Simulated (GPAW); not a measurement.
**BN (P6_3mc): refractive index against wavelength**

The refractive index of BN (P6_3mc) along x below the direct gap (8.32 eV on the mesh) is read from one computed spectrum, n = √(Re ε). x, y and z are the Cartesian axes of the input cell.

Cell: a, b, c = 2.536, 2.536, 4.199 Å (primitive vectors), 4 atoms.

Method: GPAW 26.7.0, PBE, RPA, k-mesh 18×18×9, local fields up to 60 eV, Lorentzian half width 0.2 eV.

Launch of the response step: `OMP_NUM_THREADS=1 python df.py`. The run took 3.7 min, its band step included, on 1 thread of Arm Neoverse N1, with other jobs on the host.

```
wavelength (nm)  photon energy E (eV)       n
            532                 2.331  2.1413
            450                 2.755  2.1531
            405                 3.061  2.1630
            365                 3.397  2.1755
            308                 4.025  2.2035
            266                 4.661       ?
            248                 4.999  2.2617
```

In the single-oscillator model n² − 1 = E₀E_d/(E₀² − E²), so 1/(n² − 1) = E₀/E_d − E²/(E₀E_d) is linear in E².

Working, on the rows shown:

| x = E² (eV²) | y = 1/(n² − 1) |
| --- | --- |
| 5.43137 | 0.278927 |
| 7.59115 | 0.27504 |
| 9.37179 | 0.271845 |
| 11.5384 | 0.267895 |
| 16.2043 | 0.259376 |
| 24.9936 | 0.242996 |

Means: x̄ = 12.522, ȳ = 0.26601. Σ(x − x̄)(y − ȳ) = -0.4678, Σ(x − x̄)² = 254.6. Slope = -0.4678 / 254.6 = -0.001838; intercept = ȳ − slope · x̄ = 0.28902. Turned back into n, the line misses the rows shown by at most 0.00044.

What does the fit predict for the withheld row, and how well does it do?

At x = 21.725 the line gives y = 0.2491, that is 2.2393. The run gave 2.2392, so the interpolation is off by 9.2e-05, 0.1 % of the range in the table.

Refitted with all rows, the slope is -0.001837 and the intercept 0.28902. These give E₀ = √(intercept/−slope) = 12.54 eV and E_d = E₀/intercept = 43.4 eV; E₀ is 1.5 times the direct gap. The electronic limit at long wavelengths, without lattice vibrations, is n = √(1 + 1/intercept) = 2.112. The cell comes from an older database entry, whose edges can be off by a per cent or so. Excitons are left out; PBE gaps are as a rule too small. The values come from a sum over the points of one k-mesh and carry its error, which grows as the direct gap shrinks.

[Logs are printed without paths, hosts, clocks, repeated set-up lines and the standing remarks that a program may print on its own settings, such as how far it seeks lower states.]
